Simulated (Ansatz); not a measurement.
## VH2 (Fm-3m): relaxing the cell for a phonon run

Aim: bring VH2 (Fm-3m) to small forces and stress, as phonons need.

Method: DFT PBEsol, scalar-relativistic, plane waves, PAW; PAW set soft_1, in Ansatz 0.2.0.

This is a report of a sequence of runs, with most program output left out.

### 1. The starting structure

Symmetry: Fm-3m, No. 225, cubic system. Conventional cell: a = 4.271 Å, b = 4.271 Å, c = 4.271 Å, α = 90.00°, β = 90.00°, γ = 90.00°. Nearest to V lie 8 H at 1.85 Å. H has 4 V at 1.85 Å nearest. Farther neighbours are not listed.

### 2. Probe on a coarse mesh

A quick single point on a coarse mesh tells whether the cell has a gap and how far it is from rest, which sets the k mesh and smearing that follow.

input.yaml reads:

```yaml
crystal:
  lattice:
    - [0.0, 2.1355, 2.1355]
    - [2.1355, 0.0, 2.1355]
    - [2.1355, 2.1355, 0.0]
  atoms:
    - { symbol: V, position: [0.0, 0.0, 0.0] }
    - { symbol: H, position: [0.25, 0.25, 0.25] }
    - { symbol: H, position: [0.75, 0.75, 0.75] }
kpoints:
  mp_grid: { grid: [8, 8, 8] }
hamiltonian:
  xc: pbesol
  pseudopotentials: { kind: paw, azcp: { folder: soft_1 }, xc_functional: pbe }
scf:
  occupations: { method: gaussian, width: 0.1 }
output:
  forces: true
  stress: true
  eigenvalues: true
```

Started as:

```console
$ ansatz run input.yaml --threads 4 --pin off --max-ram 10240MiB --backend cpu --events-out ev --progress --plain --runs-dir out
```

The job ended after 0.39 s (4 threads of Arm Neoverse V1, shared host; peak memory 0.26 GiB; 0.92 s of CPU time).

This run has no spin polarisation, although V can carry a moment.

This step gave:

| Item | Value |
| --- | --- |
| pressure | -12.20 GPa |
| volume per atom | 6.492 Å³ |
| gap on the k-mesh | 0 eV |

The coarse mesh shows no gap and a pressure of -12.2 GPa.

### 3. Rough relaxation

A rough relaxation comes first, because large forces or stress need no tight tolerances yet.

input.yaml, as its differences from that of step 2:

```diff
@@ -20 +20,6 @@
   eigenvalues: true
+relax:
+  adjacent_minimum: "off"
+  f_tol: 0.05
+  max_steps: 80
+  cell: { stress_tol: 0.5 }
```

Wall time 1.2 s (4 threads); peak memory 0.28 GiB.

The steps of the relaxation:

```tsv
step	energy less that of the first step (eV)	largest force component (eV/Å)	pressure (GPa)	volume (Å³)
1	0.0000	0.0000	-12.20	19.48
2	-0.0591	0.0000	1.93	17.90
3	-0.0597	0.0000	-0.22	18.10
4*	-0.0568	0.0000	-0.30	18.10
```

Relaxation steps marked * repeat the geometry before them on a plane-wave basis chosen anew for their cell, so energy and pressure can jump there.

The run keeps the 48 symmetry operations that it works with, so distortions that break them were not tested.

```tsv
conventional cell, symmetrised	before	after	change
a (Å)	4.271	4.168	-2.4 %
b (Å)	4.271	4.168	-2.4 %
c (Å)	4.271	4.168	-2.4 %
volume (Å³/atom)	6.49	6.03	-7.1 %
```

Final coordinates:

```
V H
1.0
     0.00000    2.08399    2.08399
     2.08399    0.00000    2.08399
     2.08399    2.08399    0.00000
V H
1 2
Direct
  0.00000 0.00000 0.00000
  0.25000 0.25000 0.25000
  0.75000 0.75000 0.75000
```

This step gave:

* pressure: -0.2975 GPa
* volume per atom: 6.034 Å³

In this step the volume went from 6.49 to 6.03 Å³/atom.

### 4. Bringing the structure to rest

Harmonic phonons are second derivatives at a point where the forces vanish, and they are wanted at zero stress, so atoms and cell are relaxed first.

input.yaml, the sections that differ from step 3:

```yaml
crystal:
  lattice:
    - [0.0, 2.0839895944, 2.0839895944]
    - [2.0839895944, 0.0, 2.0839895944]
    - [2.0839895944, 2.0839895944, 0.0]
  atoms:
    - { symbol: V, position: [0.0, 0.0, 0.0] }
    - { symbol: H, position: [0.25, 0.25, 0.25] }
    - { symbol: H, position: [0.75, 0.75, 0.75] }
kpoints:
  mp_grid: { grid: [18, 18, 18] }
relax:
  adjacent_minimum: "off"
  f_tol: 0.005
  max_steps: 80
  cell: { stress_tol: 0.05 }
# hamiltonian, scf, output: as in step 3
```

It took 3.4 s on 4 threads; peak memory 0.34 GiB.

Little changed from the start: no atom moved by 0.005 Å and no cell edge by 0.1 %.

Numbers from this step:

```yaml
pressure: -7.48e-4 GPa
volume_per_atom: 6.019 Å³
```

In this step the volume went from 6.03 to 6.02 Å³/atom.

### 5. Tight relaxation

Phonons need a cell at rest on their own settings, so the relaxation is repeated with tight tolerances on forces and stress on the k mesh and occupations of the first response run.

input.yaml, the sections that differ from step 4:

```yaml
crystal:
  lattice:
    - [0.0, 2.0822467226, 2.0822467226]
    - [2.0822467226, 0.0, 2.0822467226]
    - [2.0822467226, 2.0822467226, 0.0]
  atoms:
    - { symbol: V, position: [0.0, 0.0, 0.0] }
    - { symbol: H, position: [0.25, 0.25, 0.25] }
    - { symbol: H, position: [0.75, 0.75, 0.75] }
kpoints:
  mp_grid: { grid: [20, 20, 20] }
scf:
  occupations: { method: methfessel_paxton, width: 0.2 }
relax:
  adjacent_minimum: "off"
  f_tol: 0.001
  max_steps: 60
  cell: { stress_tol: 0.01 }
# hamiltonian, output: as in step 4
```

It took 3.7 s on 4 threads; peak memory 0.36 GiB.

Little changed from the start: no atom moved by 0.005 Å and no cell edge by 0.1 %.

This step gave:

| Quantity | Value |
| --- | --- |
| pressure | -4.47e-4 GPa |
| volume per atom | 6.017 Å³ |

The forces vanish by symmetry and the pressure is 0.000 GPa, within the tolerances set. The cell now holds 6.02 Å³/atom.

### 6. Summary of results

| Property | Result |
| --- | --- |
| space group after relaxation (within 0.01 Å) | Fm-3m |
| lattice constant a | 4.164 Å |
| lattice constant b | 4.164 Å |
| lattice constant c | 4.164 Å |
| volume per atom | 6.02 Å³ |

The forces vanish by symmetry and the pressure is 0.000 GPa, within the tolerances set. The cell now holds 6.02 Å³/atom. The relaxation keeps the symmetry of its start, so it says nothing on stability against lower symmetry. The runs are without spin polarisation, although the cell has an odd electron count. The PAW files were made for PBE and serve the other functionals too.

[Logs are printed without paths, hosts, clocks, repeated set-up lines and the standing remarks that a program may print on its own settings, such as how far it seeks lower states.]

[Hosts, paths, dates, database ids (printed as entryN), source tags and the programs' standing remarks are cut or masked in the printed files.]
